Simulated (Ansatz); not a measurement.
## LiMgF3 (model cell, started as cubic perovskite with Mg in the octahedra): a soft mode frozen in

Which phase does LiMgF3 (model cell, started as cubic perovskite with Mg in the octahedra) fall into along its unstable mode, and how much energy does it gain?

Program: Ansatz 0.2.0. Level of theory: DFT PBEsol, scalar-relativistic, plane waves, PAW; PAW set soft_1. Results are calculated unless marked as measured.

The structure was built from a prototype and need not be the compound's stable phase.

## (1) Set-up

It takes space group Pm-3m (No. 221, cubic). Conventional cell: a = 3.873 Å, b = 3.873 Å, c = 3.873 Å, α = 90.00°, β = 90.00°, γ = 90.00°. Li has 12 F at 2.74 Å nearest. Nearest to Mg lie 6 F at 1.94 Å. Nearest to F lie 2 Mg at 1.94 Å. Farther neighbours and most contacts between anions are not listed.

As a file:

```cif
data_structure
_symmetry_space_group_name_H-M 'Pm-3m'
_symmetry_Int_Tables_number 221
_cell_length_a 3.8727
_cell_length_b 3.8727
_cell_length_c 3.8727
_cell_angle_alpha 90.000
_cell_angle_beta 90.000
_cell_angle_gamma 90.000
_cell_volume 58.08
loop_
_atom_site_label
_atom_site_type_symbol
_atom_site_symmetry_multiplicity
_atom_site_Wyckoff_symbol
_atom_site_fract_x
_atom_site_fract_y
_atom_site_fract_z
_atom_site_occupancy
Li1 Li 1 a 0.00000 0.00000 0.00000 1
Mg1 Mg 1 b 0.50000 0.50000 0.50000 1
F1 F 3 c 0.50000 0.50000 0.00000 1
```

## (2) Response at finite wavevector

The cell comes from relaxations at this level that are not shown. Stability and thermal properties need the whole zone. Linear response on a 4×4×4 q mesh gives force constants as far as a supercell of that size would, and the tensors from the zone-centre run are typed in so that the long-range dipole term is interpolated apart.

The input, input.yaml:

```yaml
crystal:
  lattice:
    - [3.8727366541, 0.0, 0.0]
    - [0.0, 3.8727366541, 0.0]
    - [0.0, 0.0, 3.8727366541]
  atoms:
    - { symbol: Li, position: [0.0, 0.0, 0.0] }
    - { symbol: Mg, position: [0.5, 0.5, 0.5] }
    - { symbol: F, position: [0.5, 0.5, 0.0] }
    - { symbol: F, position: [0.5, 0.0, 0.5] }
    - { symbol: F, position: [0.0, 0.5, 0.5] }
kpoints:
  mp_grid: { grid: [8, 8, 8] }
hamiltonian:
  xc: pbesol
  pseudopotentials: { kind: paw, azcp: { folder: soft_1 }, xc_functional: pbe }
scf:
  occupations: { method: fixed }
output:
  eigenvalues: true
phonons:
  method: dfpt
  qmesh: [4, 4, 4]
  temperatures: { t_max: 1000, t_step: 50 }
  qpath:
    path:
      - [[0.0, 0.0, 0.0], [0.0, 0.5, 0.0], [0.5, 0.5, 0.0], [0.0, 0.0, 0.0], [0.5, 0.5, 0.5], [0.0, 0.5, 0.0]]
      - [[0.5, 0.5, 0.5], [0.5, 0.5, 0.0]]
    npoints: 10
  non_analytic_term:
    high_frequency_dielectric_tensor: [[1.9891, 0.0, 0.0], [0.0, 1.9891, 0.0], [0.0, 0.0, 1.9891]]
    born_effective_charges:
      - { species: Li, tensor: [[1.2038, 0.0, 0.0], [0.0, 1.2038, 0.0], [0.0, 0.0, 1.2038]] }
      - { species: Mg, tensor: [[1.886, 0.0, 0.0], [0.0, 1.886, 0.0], [0.0, 0.0, 1.886]] }
      - { species: F, tensor: [[-0.9062, 0.0, 0.0], [0.0, -0.9062, 0.0], [0.0, 0.0, -1.2774]] }
      - { species: F, tensor: [[-0.9062, 0.0, 0.0], [0.0, -1.2774, 0.0], [0.0, 0.0, -0.9062]] }
      - { species: F, tensor: [[-1.2774, 0.0, 0.0], [0.0, -0.9062, 0.0], [0.0, 0.0, -0.9062]] }
    source: "zone-centre run at this cell"
```

Command:

```console
$ ansatz run input.yaml --threads 8 --pin off --max-ram 16384MiB --backend cpu --events-out ev --progress --plain --runs-dir out
```

Numbers of over 12 decimals in the logs are rounded to 6 here.

Log:

```text
Engine: ansatz 0.2.0, x86_64-unknown-linux-gnu
Pseudopotentials: kind: paw
Pseudopotential: Li, paw, valence charge 3, recommended cutoff 420 eV (normal), soft_1/Li.paw.azcp
Pseudopotential: Mg, paw, valence charge 10, recommended cutoff 420 eV (normal), soft_1/Mg.paw.azcp
Pseudopotential: F, paw, valence charge 7, recommended cutoff 420 eV (normal), soft_1/F.paw.azcp
Functional definition: PBEsol
  exchange = pbesol_x
  correlation = pbesol_c
Crystal: 5 atoms, lattice volume = 58.084 Å³
Basis set: ecut = 420 eV, 1141 PW (Γ), exchange–correlation on 54×54×54 points (8 copies of the dense FFT grid, shifted against one another)
Bands: 22, of which v1, the nominal top of the filled ones, is band 17 counted from 1 (16 counted from 0)
Symmetry: 48 space group operations
k-points: 35 of 512
Non-local potential: Li, projectors of the file, l = 0: 3, l = 1: 2, l = 2: 1
Non-local potential: Mg, projectors of the file, l = 0: 3, l = 1: 2, l = 2: 1
Non-local potential: F, projectors of the file, l = 0: 2, l = 1: 2, l = 2: 1
PAW form: soft (Blöchl's): semilocal exchange-correlation on the pseudo side does not see the compensation charge
PAW frozen core: Mg, regenerated for the run's functional, and the local potential with it (the file was generated under x = pbe(κ = 0.804, μ = 0.219515), c = pbe(β = 0.066725))
PAW frozen core: F, regenerated for the run's functional, and the local potential with it (the file was generated under x = pbe(κ = 0.804, μ = 0.219515), c = pbe(β = 0.066725))
PAW one-centre angular grid: Li, 110 points (default); XC on 64 Gauss nodes
PAW one-centre angular grid: Mg, 110 points (default); XC on 64 Gauss nodes
PAW one-centre angular grid: F, 110 points (default); XC on 64 Gauss nodes
Initial density: superposition of atomic densities (chi_scale 0.1, normalization cell, long waves kept (reshape's long-wave potential 0.01 eV rms))
Initial wavefunctions: pseudopotential atomic-orbital guess
Functional: x = pbesol(κ = 0.804, μ = 0.123457), c = pbesol(β = 0.046)
SCF iter   1: F=—  HF=-4524.809570 eV  |F-HF|=—  |Δ(HF+E_count)|=         —  Δρ=1.02e-1  dr2=4.24e0  ethr=3.10e-3  ⟨swp⟩=4.4  Hψ=3356  notcnv=0  defer=71
preconditioner: auto → Resta (q_TF=auto, 2.495 Å⁻¹)  ε∞=3.0  [insulator: Δε(μ)=4.968 eV  Ē_g=16.673 eV  n_scr=18 (ndim 8)  ℏωp=23.9 eV  f_vac=0.000  ε∞_Penn≈3.0]
SCF iter   2: F=—  HF=-4523.712983 eV  |F-HF|=—  |Δ(HF+E_count)|=    1.10e0  Δρ=4.46e-2  dr2=1.07e0  ethr=3.10e-3  ⟨swp⟩=2.0  Hψ=1742  notcnv=0  defer=68
SCF iter   3: F=—  HF=-4523.492594 eV  |F-HF|=—  |Δ(HF+E_count)|=   2.20e-1  Δρ=1.84e-2  dr2=1.89e-1  ethr=3.10e-3  ⟨swp⟩=2.6  Hψ=1382  notcnv=0  defer=86
SCF iter   4: F=—  HF=-4523.441017 eV  |F-HF|=—  |Δ(HF+E_count)|=   5.16e-2  Δρ=3.95e-3  dr2=1.32e-2  ethr=5.57e-4  ⟨swp⟩=2.0  Hψ=1305  notcnv=0  defer=95
SCF iter   5: F=—  HF=-4523.439653 eV  |F-HF|=—  |Δ(HF+E_count)|=   1.36e-3  Δρ=1.26e-3  dr2=9.44e-4  ethr=3.88e-5  ⟨swp⟩=2.3  Hψ=1331  notcnv=0  defer=97
SCF iter   6: F=—  HF=-4523.439959 eV  |F-HF|=—  |Δ(HF+E_count)|=   3.06e-4  Δρ=2.01e-4  dr2=2.81e-5  ethr=2.78e-6  ⟨swp⟩=2.1  Hψ=1146  notcnv=0  defer=98
SCF iter   7: F=—  HF=-4523.439970 eV  |F-HF|=—  |Δ(HF+E_count)|=   1.07e-5  Δρ=5.39e-5  dr2=9.07e-7  ethr=8.27e-8  ⟨swp⟩=2.1  Hψ=1277  notcnv=0  defer=67
SCF iter   8: F=—  HF=-4523.439971 eV  |F-HF|=—  |Δ(HF+E_count)|=   1.40e-6  Δρ=7.58e-6  dr2=2.14e-8  ethr=2.67e-9  ⟨swp⟩=2.0  Hψ=1255  notcnv=0  defer=36
SCF iter   9: F=—  HF=-4523.439971 eV  |F-HF|=—  |Δ(HF+E_count)|=   2.70e-8  Δρ=1.28e-6  dr2=6.78e-10  ethr=6.30e-11  ⟨swp⟩=2.0  Hψ=1295  notcnv=0  defer=36
SCF iter  10: F=—  HF=-4523.439971 eV  |F-HF|=—  |Δ(HF+E_count)|=  9.93e-10  Δρ=2.72e-7  dr2=3.06e-11  ethr=1.99e-12  ⟨swp⟩=2.0  Hψ=1223  notcnv=0  defer=36
SCF iter  11: F=-4523.439971 eV  HF=-4523.439971 eV  |F-HF|=2.73e-12  |Δ(HF+E_count)|=  5.00e-11  Δρ=4.95e-8  dr2=1.00e-12  ethr=1.00e-12  ⟨swp⟩=11.0  Hψ=4113  notcnv=0
SCF 1 converged in 11 iterations: F = -4523.439971 eV  dr2 = 1.00e-12
  greatest PAW one-centre occupation: 1.000 electrons in one spin orbital (limit 2), on the Mg atom at site 1 (counted from 0), in its partial waves of l = 0
NSCF: frozen V_eff on 35 k-points
NSCF: frozen V_eff on 125 k-points
DFPT response loops at q = (0, 0, 0) (fractional): preconditioner auto → none (the input reference at scf.mixing.eps_inf says where Resta's filter doesn't serve); β = 0.50; Broyden in place of MSR1
NSCF: frozen V_eff on 400 k-points
DFPT response loops at q = (0, 0, 0.25) (fractional): mixed as the last ones told, above
NSCF: frozen V_eff on 250 k-points
DFPT response loops at q = (0, 0, -0.5) (fractional): mixed as the last ones told, above
NSCF: frozen V_eff on 640 k-points
DFPT response loops at q = (0, 0.25, 0.25) (fractional): mixed as the last ones told, above
NSCF: frozen V_eff on 400 k-points
DFPT response loops at q = (0, 0.25, -0.5) (fractional): mixed as the last ones told, above
NSCF: frozen V_eff on 250 k-points
DFPT response loops at q = (0, -0.5, -0.5) (fractional): mixed as the last ones told, above
NSCF: frozen V_eff on 1024 k-points
DFPT response loops at q = (0.25, 0.25, 0.25) (fractional): mixed as the last ones told, above
NSCF: frozen V_eff on 640 k-points
DFPT response loops at q = (0.25, 0.25, -0.5) (fractional): mixed as the last ones told, above
NSCF: frozen V_eff on 400 k-points
DFPT response loops at q = (0.25, -0.5, -0.5) (fractional): mixed as the last ones told, above
NSCF: frozen V_eff on 250 k-points
DFPT response loops at q = (-0.5, -0.5, -0.5) (fractional): mixed as the last ones told, above
SCF converged after 11 iterations
Free energy (F): -4523.439971 eV
Harris-Foulkes:  -4523.439971 eV  (|F-HF|=2.73e-12)
Internal energy: -4523.439971 eV  (E = F + TS)
E sigma→0 (E₀):  -4523.439971 eV
Fermi energy:    0.931924 eV
--- Per-component energies (eV) ---
  E_band       = -561.102460
  E_kinetic    = 682.161151
  E_local      = -3942.291870  (includes V_loc(G=0)·N_el)
  E_nonlocal   = 437.777642
  E_hartree    = 1439.295770
  E_xc         = -264.772270
  E_vxc        = -341.946105  (∫ρ·V_xc dr)
  E_paw        = -906.235030  (= ΣΔE_a)
  E_vpaw       = -275.396491  (= ΣTr[D̂ρ^β])
  E_aug_tail   = 0.001661  (compensation charges beyond the density's cutoff)
  E_ewald      = -1969.563217
  E_core_change = 0.186190  (= ΣΔE_core)
  E_smearing   = -0.000000  (= −TS)
  E_closure    = -0.000000  (closes the sum)
  Σ components = -4523.439971   (vs F -4523.439971, Δ=0.00e0)
--- Band table (eV; the first three rows and the last of 35) ---
  k-point 0: bands = [... 13 lower, 0.2347, 0.4396, 0.4396, 0.4396, 6.8136, 13.9627, 13.9627, 13.9627, ... 1 higher]
  k-point 1: bands = [... 13 lower, 0.2030, 0.2684, 0.4145, 0.4145, 7.0463, 12.9157, 13.8491, 13.8491, ... 1 higher]
  k-point 2: bands = [... 13 lower, 0.0561, 0.1275, 0.3892, 0.3892, 7.6581, 11.6717, 13.6051, 13.6051, ... 1 higher]
  k-point 34: bands = [... 13 lower, -0.2769, 0.9319, 0.9319, 0.9319, 10.7911, 12.2973, 12.2973, 12.2973, ... 1 higher]
--- Phonons (Γ-DFPT): 4 representative perturbations + reference (Σ response iterations 14) ---
  ASR residual: 1.278e-3 → 0.000e0 eV/Å²; symmetrization residual: 1.417e-6 eV/Å²
  ASR residual per site (eV/Å²): 9.28e-5 1.28e-3 8.94e-4 8.94e-4 8.94e-4
  Γ frequencies (cm⁻¹): -228.19 -228.19 -228.19 0.00 0.00 0.00 89.72 89.72 89.72 293.86 293.86 293.86 572.16 572.16 572.16
--- Phonons (arbitrary-q DFPT): 10 irreducible q on the 4×4×4 mesh ---
  q = [0.0000, 0.0000, 0.0000] (star 1, of the zone-centre solve; hermiticity 1.79e-7, symmetrization 4.79e-13): -228.19 -228.19 -228.19 -0.00 0.00 0.00 89.72 89.72 89.72 293.86 293.86 293.86 572.16 572.16 572.16
  q = [0.0000, 0.0000, 0.2500] (star 6, 9 solved perturbations in 1560 linear systems a pass and spin channel, the states on 200 of 512 k-point pairs; hermiticity 1.53e-7, symmetrization 5.06e-13): -220.25 -220.25 38.30 38.30 101.14 123.38 123.38 146.49 223.57 276.84 276.84 374.00 571.31 571.31 622.89
  q = [0.0000, 0.0000, -0.5000] (star 3, 9 solved perturbations in 975 linear systems a pass and spin channel, the states on 125 of 512 k-point pairs; hermiticity 1.90e-7, symmetrization 3.37e-13): -211.55 -211.55 -4.85 -4.85 111.05 176.11 176.11 209.84 225.93 247.13 247.13 481.16 534.40 570.45 570.45
  q = [0.0000, 0.2500, 0.2500] (star 12, 9 solved perturbations in 2460 linear systems a pass and spin channel, the states on 320 of 512 k-point pairs; hermiticity 1.44e-7, symmetrization 1.18e-13): -216.91 -210.50 -77.26 -71.61 97.19 116.78 148.41 192.84 214.46 261.35 365.23 375.83 528.33 570.48 625.54
  q = [0.0000, 0.2500, -0.5000] (star 12, 15 solved perturbations on 200 of 512 k-point pairs; hermiticity 1.28e-7, symmetrization 3.67e-14): -209.13 -199.03 -135.83 -104.19 89.47 159.92 180.39 204.52 235.31 249.63 367.93 479.88 480.59 569.63 585.63
  q = [0.0000, -0.5000, -0.5000] (star 3, 9 solved perturbations in 975 linear systems a pass and spin channel, the states on 125 of 512 k-point pairs; hermiticity 1.26e-7, symmetrization 2.07e-13): -203.07 -203.07 -182.77 -161.66 138.10 138.10 215.96 219.98 219.98 273.67 435.14 479.01 479.01 546.06 568.81
  q = [0.2500, 0.2500, 0.2500] (star 8, 4 solved perturbations in 1376 linear systems a pass and spin channel, the states on 512 of 512 k-point pairs; hermiticity 1.26e-7, symmetrization 4.94e-13): -215.06 -215.06 -93.09 -85.25 -58.89 -58.89 220.71 220.71 221.34 346.63 346.63 380.72 527.35 527.35 627.50
  q = [0.2500, 0.2500, -0.5000] (star 12, 9 solved perturbations in 2460 linear systems a pass and spin channel, the states on 320 of 512 k-point pairs; hermiticity 1.27e-7, symmetrization 2.63e-13): -213.09 -196.59 -170.38 -122.51 -83.03 -41.52 227.70 261.70 267.01 316.82 367.17 469.18 469.62 526.41 601.07
  q = [0.2500, -0.5000, -0.5000] (star 6, 9 solved perturbations in 1560 linear systems a pass and spin channel, the states on 200 of 512 k-point pairs; hermiticity 1.32e-7, symmetrization 6.58e-14): -206.56 -206.56 -200.04 -162.02 -100.78 -100.78 276.39 276.39 292.17 314.16 434.80 458.80 458.80 497.54 583.28
  q = [-0.5000, -0.5000, -0.5000] (star 1, 4 solved perturbations in 350 linear systems a pass and spin channel, the states on 125 of 512 k-point pairs; hermiticity 2.02e-8, symmetrization 5.60e-13): -213.99 -213.99 -213.99 -162.39 -162.39 -162.39 308.19 308.19 308.19 434.45 434.45 436.76 436.76 436.76 569.77
  sum rule: each row above includes the acoustic sum rule's correction from the zone centre's row sums; it moved no ω² by more than (3.78 cm⁻¹)²
  mesh force constants: q→R imaginary residual 7.04e-19; ASR residual 1.278e-3 → 0.000e0 eV/Å²; symmetrization residual 7.105e-15 eV/Å²
  interpolated dispersion: 63 rows × 15 modes
  density of states and harmonic sums: on the 16×16×16 q-mesh, interpolated from the force constants of a 4×4×4 supercell (with the dipole–dipole term of supplied tensors)
  largest difference from the sums on the solved wave vectors: F 1.38e-1 eV, S 1.85e-4 and C_V 4.81e-5 eV/K
  zero-point energy: 0.219579 eV/cell   skipped modes (ω ≤ 0): 678, of them read as no rigid motion or as one in doubt: 675 (4.132e0 modes/cell left out, lowest -228.19 cm⁻¹)   left out of the sums: 2.76e-1 of the cell's modes: C_V's classical limit lies that fraction below 3 k_B per atom; for a crystal, a wire or a layer, F and S can be off by more, and a phonons.interpolated_qmesh denser along its periods is the remedy for the sampling
```

Elapsed: 2.1 min, on 8 threads of INTEL XEON PLATINUM 8581C at 2.30GHz (Emerald Rapids), shared host; peak memory 1.7 GiB.

In the SCF lines HF is the Harris–Foulkes energy and dr2 the Hartree energy of the density residual, in eV; the loop may stop once dr2 is under the threshold and the program's other checks hold. Hψ counts applications of the Hamiltonian.

Numbers from this step:

* gap on the k-mesh: 5.882 eV
* volume per atom: 11.62 Å³
* sum-rule residual before enforcement: 0.001278 eV/Å²
* lowest frequency on the path: -228.2 cm⁻¹
* point group: m-3m
* highest frequency on the path or at a solved wavevector: 662.6 cm⁻¹
* highest optical mode at the zone centre (no LO-TO term): 572.2 cm⁻¹
* lowest optical zone-centre mode: -228.2 cm⁻¹
* lowest mode on the q mesh (acoustic modes at Γ apart): -228.2 cm⁻¹

Frequencies (cm⁻¹) solved at each irreducible wavevector; negative means imaginary. Frequencies by wavevector, by row:

| q in reciprocal lattice units | star | mode 1 | mode 2 | mode 3 | mode 4 | mode 13 | mode 14 | mode 15 |
| --- | --- | --- | --- | --- | --- | --- | --- | --- |
| 0 0 0 | 1 | -228.2 | -228.2 | -228.2 | 0 | 572.2 | 572.2 | 572.2 |
| 0 0 0.25 | 6 | -220.2 | -220.2 | 38.3 | 38.3 | 571.3 | 571.3 | 622.9 |
| 0 0 -0.5 | 3 | -211.6 | -211.6 | -4.8 | -4.8 | 534.4 | 570.5 | 570.5 |
| 0 0.25 0.25 | 12 | -216.9 | -210.5 | -77.3 | -71.6 | 528.3 | 570.5 | 625.5 |
| 0 0.25 -0.5 | 12 | -209.1 | -199 | -135.8 | -104.2 | 480.6 | 569.6 | 585.6 |
| 0 -0.5 -0.5 | 3 | -203.1 | -203.1 | -182.8 | -161.7 | 479 | 546.1 | 568.8 |
| 0.25 0.25 0.25 | 8 | -215.1 | -215.1 | -93.1 | -85.2 | 527.4 | 527.4 | 627.5 |
| 0.25 0.25 -0.5 | 12 | -213.1 | -196.6 | -170.4 | -122.5 | 469.6 | 526.4 | 601.1 |
| 0.25 -0.5 -0.5 | 6 | -206.6 | -206.6 | -200 | -162 | 458.8 | 497.5 | 583.3 |
| -0.5 -0.5 -0.5 | 1 | -214 | -214 | -214 | -162.4 | 436.8 | 436.8 | 569.8 |

Interpolated from a 4×4×4 q mesh, with the LO-TO term (at Γ the limit along the path; where Γ stands inside the path, tables give the limit on arrival). Phonon branches along the path, in cm⁻¹:

| point | branch 1 | branch 2 | branch 3 | branch 4 | branch 12 | branch 13 | branch 14 | branch 15 |
| --- | --- | --- | --- | --- | --- | --- | --- | --- |
| Γ | -228 | -228 | 0 | 0 | 334 | 572 | 572 | 663 |
| halfway | -220 | -220 | 38 | 38 | 374 | 571 | 571 | 623 |
| X | -212 | -212 | -5 | -5 | 481 | 534 | 570 | 570 |
| halfway | -209 | -199 | -136 | -104 | 480 | 481 | 570 | 586 |
| M | -203 | -203 | -183 | -162 | 479 | 479 | 546 | 569 |
| halfway | -217 | -210 | -77 | -72 | 376 | 528 | 570 | 626 |
| Γ | -228 | -228 | 0 | 0 | 334 | 572 | 572 | 663 |
| halfway | -215 | -215 | -93 | -85 | 381 | 527 | 527 | 628 |
| R | -214 | -214 | -214 | -162 | 437 | 437 | 437 | 570 |
| halfway | -213 | -197 | -170 | -122 | 469 | 470 | 526 | 601 |
| X | -212 | -212 | -5 | -5 | 481 | 534 | 570 | 570 |
| jump to R | -214 | -214 | -214 | -162 | 437 | 437 | 437 | 570 |
| halfway | -207 | -207 | -200 | -162 | 459 | 459 | 498 | 583 |
| M | -203 | -203 | -183 | -162 | 479 | 479 | 546 | 569 |

Symmetry leaves 10 wavevectors to solve. The lowest mode among them, the acoustic zeros apart, lies at Γ and is imaginary, 228.2i cm⁻¹, so the energy falls along it.

## (3) The mode frozen in, largest atomic shift 0 Å

The mode followed lies at q = (0, 0.25, 0.25) with frequency 216.9i cm⁻¹, one of the unstable modes though not the softest. At small amplitude the distorted cell has space group no. 51 by a symmetry search on the positions. The undistorted cell that holds it gives the zero of energy on the same k mesh.

System of this step: LiMgF3 (model cell, started as cubic perovskite with Mg in the octahedra). The structure is cubic, space group Pm-3m (No. 221). Conventional cell: a = 3.873 Å, b = 3.873 Å, c = 3.873 Å, α = 90.00°, β = 90.00°, γ = 90.00°. Nearest to Li lie 12 F at 2.74 Å. Nearest to Mg lie 6 F at 1.94 Å. Nearest to F lie 2 Mg at 1.94 Å. F has 2 Mg at 1.94 Å nearest. Farther neighbours and most contacts between anions are not listed.

The input, input.yaml:

```yaml
crystal:
  lattice:
    - [3.8727366541, 0.0, 0.0]
    - [0.0, 3.8727366541, -3.8727366541]
    - [0.0, 7.7454733082, 7.7454733082]
  atoms:
    - { symbol: Li, position: [0.0, 0.0, 0.0] }
    - { symbol: Li, position: [0.0, 0.5, 0.25] }
    - { symbol: Li, position: [0.0, 0.0, 0.5] }
    - { symbol: Li, position: [0.0, 0.5, 0.75] }
    - { symbol: Mg, position: [0.5, 0.0, 0.25] }
    - { symbol: Mg, position: [0.5, 0.5, 0.5] }
    - { symbol: Mg, position: [0.5, 0.0, 0.75] }
    - { symbol: Mg, position: [0.5, 0.5, 0.0] }
    - { symbol: F, position: [0.5, 0.25, 0.125] }
    - { symbol: F, position: [0.5, 0.75, 0.375] }
    - { symbol: F, position: [0.5, 0.25, 0.625] }
    - { symbol: F, position: [0.5, 0.75, 0.875] }
    - { symbol: F, position: [0.5, 0.75, 0.125] }
    - { symbol: F, position: [0.5, 0.25, 0.375] }
    - { symbol: F, position: [0.5, 0.75, 0.625] }
    - { symbol: F, position: [0.5, 0.25, 0.875] }
    - { symbol: F, position: [0.0, 0.0, 0.25] }
    - { symbol: F, position: [0.0, 0.5, 0.5] }
    - { symbol: F, position: [0.0, 0.0, 0.75] }
    - { symbol: F, position: [0.0, 0.5, 0.0] }
kpoints:
  mp_grid: { grid: [6, 4, 2] }
hamiltonian:
  xc: pbesol
  pseudopotentials: { kind: paw, azcp: { folder: soft_1 }, xc_functional: pbe }
scf:
  occupations: { method: gaussian, width: 0.02 }
output:
  forces: true
  stress: true
  eigenvalues: true
```

Log:

```text
[...]
Crystal: 20 atoms, lattice volume = 232.335 Å³
Basis set: ecut = 420 eV, 4555 PW (Γ), exchange–correlation on 54×80×150 points (8 copies of the dense FFT grid, shifted against one another)
Bands: 88, of which v1, the nominal top of the filled ones, is band 68 counted from 1 (67 counted from 0)
Symmetry: 32 space group operations
[...]
k-points: 24 of 48
[...]
k-point 0: bands = [... 64 lower, 0.4396, 0.5324, 0.5324, 0.9218, 6.8137, 8.3758, 8.3758, 10.7262, ... 8 higher]
  k-point 1: bands = [... 64 lower, 0.4173, 0.4173, 0.7822, 0.7822, 7.2658, 7.2658, 9.7464, 9.7464, ... 8 higher]
  k-point 2: bands = [... 64 lower, 0.3377, 0.3763, 0.4173, 0.7822, 7.2658, 8.6560, 8.6560, 9.7464, ... 8 higher]
  k-point 23: bands = [... 64 lower, 0.8448, 0.8448, 0.8448, 0.8448, 10.5133, 10.5133, 10.5133, 10.5133, ... 8 higher]
[key lines of the parts left out:]
SCF converged after 9 iterations
Free energy (F): -18093.760140 eV
Fermi energy:    3.872838 eV
P = ⅓ Tr σ = -0.0074 GPa (-0.074 kbar)
```

Wall time 2.3 s (8 threads); peak memory 1.3 GiB.

This step gave:

| Quantity | Value |
| --- | --- |
| pressure | -0.007362 GPa |
| energy from the undistorted cell | 0 meV/atom |

At this level the gap is 5.88 eV on the k-mesh of the self-consistent run, which can miss the band edges.

(Part 1 of 2 ends here.)

[Logs are printed without paths, hosts, clocks, repeated set-up lines and the standing remarks that a program may print on its own settings, such as how far it seeks lower states.]

[Hosts, paths, dates, database ids (printed as entryN), source tags and the programs' standing remarks are cut or masked in the printed files.]
